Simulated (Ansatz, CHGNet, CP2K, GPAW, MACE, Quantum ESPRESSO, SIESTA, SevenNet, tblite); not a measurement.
# CP2K on random packing of 40Si3N4-60SiO2 (mol %) (92 atoms): settings against a plane-wave reference, part 2 of 2

Aim: run random packing of 40Si3N4-60SiO2 (mol %) (92 atoms) in CP2K and see how near its forces come to a plane-wave reference, and at what cost.

Program: CP2K 2026.2; the method stands at each step. Banners, paths, timers and routine set-up lines are dropped from the logs unmarked, and long logs keep their key lines alone; longer cuts are marked.

So far. Step 2 (PBE, DZVP-MOLOPT-SR, 600/50 Ry, diagonalisation): Forces lie 4.4 % from the reference's, at 13 times its CPU time.

## 3. PBE, SZV-MOLOPT-SR, 600/50 Ry, diagonalisation

Method: Kohn-Sham DFT, PBE, GTH-PBE pseudopotentials, Gaussian and plane waves, SZV-MOLOPT-SR-GTH, diagonalisation.

input.inp

```
&GLOBAL
  PROJECT cell
  RUN_TYPE ENERGY_FORCE
  PRINT_LEVEL LOW
&END GLOBAL
&FORCE_EVAL
  METHOD QS
  STRESS_TENSOR ANALYTICAL
  &DFT
    BASIS_SET_FILE_NAME BASIS_MOLOPT
    POTENTIAL_FILE_NAME GTH_POTENTIALS
    &MGRID
      CUTOFF 600
      REL_CUTOFF 50
      NGRIDS 5
    &END MGRID
    &QS
      EPS_DEFAULT 1.0E-12
    &END QS
    &SCF
      SCF_GUESS ATOMIC
      EPS_SCF 5.0E-06
      MAX_SCF 200
      ADDED_MOS 14
      &DIAGONALIZATION
        ALGORITHM STANDARD
      &END DIAGONALIZATION
      &SMEAR ON
        METHOD FERMI_DIRAC
        ELECTRONIC_TEMPERATURE [K] 580
      &END SMEAR
      &MIXING
        METHOD BROYDEN_MIXING
        ALPHA 0.3
        NBROYDEN 12
      &END MIXING
      &PRINT
        &RESTART OFF
        &END RESTART
      &END PRINT
    &END SCF
    &XC
      &XC_FUNCTIONAL PBE
      &END XC_FUNCTIONAL
    &END XC
    &PRINT
      &MULLIKEN ON
      &END MULLIKEN
      &HIRSHFELD ON
        SHAPE_FUNCTION DENSITY
      &END HIRSHFELD
      &MO ON
        EIGENVALUES T
        OCCUPATION_NUMBERS T
        MO_INDEX_RANGE 213 236
        &EACH
          QS_SCF 0
        &END EACH
        ADD_LAST NUMERIC
      &END MO
    &END PRINT
  &END DFT
  &SUBSYS
    &CELL
      A 10.61780 0.00000 0.00000
      B 0.00000 10.61780 0.00000
      C 0.00000 0.00000 10.61780
    &END CELL
    &COORD
      SCALED
      Si 0.21098 0.28188 0.03810
      Si 0.01739 0.62506 0.03996
      Si 0.04966 0.99366 0.75042
      Si 0.46118 0.81824 0.44508
      Si 0.35870 0.60179 0.89665
      Si 0.53428 0.47117 0.65541
      Si 0.02659 0.25359 0.77312
      Si 0.71986 0.28942 0.69050
      Si 0.35563 0.12499 0.61692
      Si 0.18153 0.72390 0.20374
      Si 0.86288 0.72757 0.18514
      Si 0.65300 0.89397 0.12778
      Si 0.90113 0.27377 0.98965
      Si 0.56129 0.96565 0.82001
      Si 0.68923 0.42165 0.00968
      Si 0.87985 0.49656 0.87418
      Si 0.44676 0.04611 0.02104
      Si 0.66027 0.66000 0.77168
      Si 0.75309 0.40544 0.25256
      Si 0.29003 0.42107 0.22466
[... 68 atom lines left out ...]
      O 0.62495 0.32358 0.54506
      O 0.49561 0.10037 0.72628
      O 0.06842 0.63862 0.29760
      O 0.50602 0.72724 0.03236
    &END COORD
    &KIND Si
      BASIS_SET SZV-MOLOPT-SR-GTH-q4
      POTENTIAL GTH-PBE-q4
    &END KIND
    &KIND N
      BASIS_SET SZV-MOLOPT-SR-GTH-q5
      POTENTIAL GTH-PBE-q5
    &END KIND
    &KIND O
      BASIS_SET SZV-MOLOPT-SR-GTH-q6
      POTENTIAL GTH-PBE-q6
    &END KIND
  &END SUBSYS
  &PRINT
    &FORCES ON
    &END FORCES
    &STRESS_TENSOR ON
    &END STRESS_TENSOR
  &END PRINT
&END FORCE_EVAL
```

Launch:

```console
$ OMP_NUM_THREADS=2 cp2k.psmp -i input.inp > output.txt
```

Numbers of over 12 decimals in the logs are rounded to 6 here.

The program printed:

```text
CP2K| version string:                                       CP2K version 2026.2
 CP2K| Input file name                                                 input.inp
 GLOBAL| Basis set file name                                        BASIS_MOLOPT
 GLOBAL| Potential file name                                      GTH_POTENTIALS
 GLOBAL| Run type                                                   ENERGY_FORCE
 GLOBAL| Total number of message passing processes                             1
 GLOBAL| Number of threads for this process                                    2
[... lines left out ...]
                        Smear method:                                FERMI_DIRAC
[... lines left out ...]
 Number of electrons:                                                        448
[... lines left out ...]
  Step     Update method      Time    Convergence         Total energy    Change
[... lines left out ...]
  *** SCF run converged in    47 steps ***
[... lines left out ...]
  Fermi energy:                                                 0.226442
  Total energy:                                              -834.933802
  Total energy (extrapolated to T->0):                       -834.924672
[... lines left out ...]
 MO| E(Fermi):            0.226442 a.u.          6.161810 eV
[... lines left out ...]
     92       O      3       6.000          6.193                        -0.193
  Total Charge                                                           -0.000
 !-----------------------------------------------------------------------------!
 ENERGY| Total FORCE_EVAL ( QS ) energy [hartree]           -834.933808
 FORCES| Atomic forces [hartree/bohr]
 FORCES|   Atom     x               y               z               |f|
 FORCES|      1 -9.38306184E-03 -5.09899632E-02  3.88515218E-02   6.47877993E-02
 FORCES|      2  3.23899622E-02 -6.31490096E-02 -2.52728604E-02   7.53367409E-02
 FORCES|      3  4.53486639E-02 -3.28384742E-02 -8.66060683E-02   1.03128453E-01
[...]
FORCES|     91 -8.28595181E-03  8.60140671E-03  1.90982773E-02   2.25252168E-02
 FORCES|     92  2.67739391E-03 -6.33259718E-03  3.64452823E-03   7.78156869E-03
 FORCES| Sum    -1.93070809E-03 -4.30429687E-03 -9.63512536E-03
 FORCES| Total atomic force                                       1.07280122E-02
 STRESS| Analytical stress tensor [bar]
 STRESS|                        x                   y                   z
 STRESS|      x        1.25419162303E+05  -1.31053549695E+04   7.53632924351E+03
 STRESS|      y       -1.31053549695E+04   9.66724282673E+04  -5.01657747785E+03
 STRESS|      z        7.53632924351E+03  -5.01657747785E+03   1.05498858159E+05
 STRESS| 1/3 Trace                                             1.09196816243E+05
```

Wall time 4.6 min (2 threads of Arm Neoverse V1, shared host); peak memory 3.4 GiB.

Against the reference:

| Property | Result |
| --- | --- |
| r.m.s. force component | 1.813 eV/Å |
| r.m.s. difference of force components | 1366 meV/Å |
| longest difference of force vectors | 5345 meV/Å |
| force difference over r.m.s. force | 84.55 % |
| slope of forces against the reference's | 0.7729 |
| correlation of force components | 0.6884 |
| pressure | 10.92 GPa |
| pressure difference | 24.53 GPa |

This is a coarse setting, run to see what it loses.

Against the first run (4.4 %), the force difference from the reference is 85 %, at 0.62 times the CPU time (on 2 against 4 cores), with 368 basis functions against 1196: the smaller basis costs accuracy.

The forces add up to 0.55 eV/Å instead of zero, usually a sign of too coarse a grid.

## 4. All runs compared

Differences are against the plane-wave reference, forces as r.m.s. over components; share is that over the reference's r.m.s. force, slope the least-squares factor from reference forces to these. Total energies of different programs have different zeros and aren't compared.

```csv
run,"Δ force, r.m.s. (meV/Å)",share (%),slope,Δ pressure (GPa),cores,CPU time,memory (GiB)
reference,-,-,-,-,4,61 s,1.4
"CP2K PBE, DZVP-MOLOPT-SR, 600/50 Ry, diagonalisation",70.5,4.37,0.995,0.591,4,13 min,4.4
"CP2K PBE, SZV-MOLOPT-SR, 600/50 Ry, diagonalisation (coarse)",1366,84.6,0.773,24.5,2,8.2 min,3.4
```

Rows marked coarse were listed beforehand as settings not expected to be converged; some can still land near the reference.

CPU time is summed over cores on a shared host, where runs went side by side, so it is rough. Symmetry, cutoffs, thresholds, outputs and thread counts weren't matched or tuned between programs; memory under MPI is the largest rank's times the ranks.

Mean charges by element (e), by run and scheme:

```csv
run,scheme,Si,N,O
reference,Löwdin,+0.94,-0.47,-0.57
"CP2K PBE, DZVP-MOLOPT-SR, 600/50 Ry, diagonalisation",Mulliken,+0.44,-0.22,-0.37
"CP2K PBE, DZVP-MOLOPT-SR, 600/50 Ry, diagonalisation",Hirshfeld,+0.29,-0.17,-0.22
```

The reference's Löwdin charges lack the electrons that the projection spills, 0.057 e an atom on average.

Further runs of this program without a result: CP2K GFN1-xTB, diagonalisation (not converged).

## 5. Results

```json
{
 "nearest in forces": "CP2K PBE, DZVP-MOLOPT-SR, 600/50 Ry, diagonalisation, 4.4 %",
 "its CPU time": "13 min"
}
```

The PBE run in local orbitals, coarse settings apart, differs by 4.4 % (CP2K PBE, DZVP-MOLOPT-SR, 600/50 Ry, diagonalisation); basis, grid and potentials can all enter. Runs with settings chosen to be coarse differ by 85 % (CP2K PBE, SZV-MOLOPT-SR, 600/50 Ry, diagonalisation), their programs' other errors included. None of the electronic-structure runs in the table takes under half the reference's CPU time of 61 s; they take 8.1 to 13 times as much. In pressure, CP2K PBE, SZV-MOLOPT-SR, 600/50 Ry, diagonalisation misses by +24.5 GPa, at the same functional. Charges hang on scheme and program or settings: among these rows the mean for Si runs from +0.29 to +0.94 e. The reference's pressure of -14 GPa belongs to a cell and atoms that aren't relaxed at this level. The electronic-structure runs sample only Γ, in a cell whose shortest periodic width is 11 Å, which is coarse for a cell with partly filled levels.

[Also dropped from logs without a mark: logging warnings of Python, and SIESTA's first energy breakdown and zero terms.]

[Logs are printed without paths, hosts, clocks, repeated set-up lines and the standing remarks that a program may print on its own settings, such as how far it seeks lower states.]

[Hosts, paths, dates, database ids (printed as entryN), source tags and the programs' standing remarks are cut or masked in the printed files.]
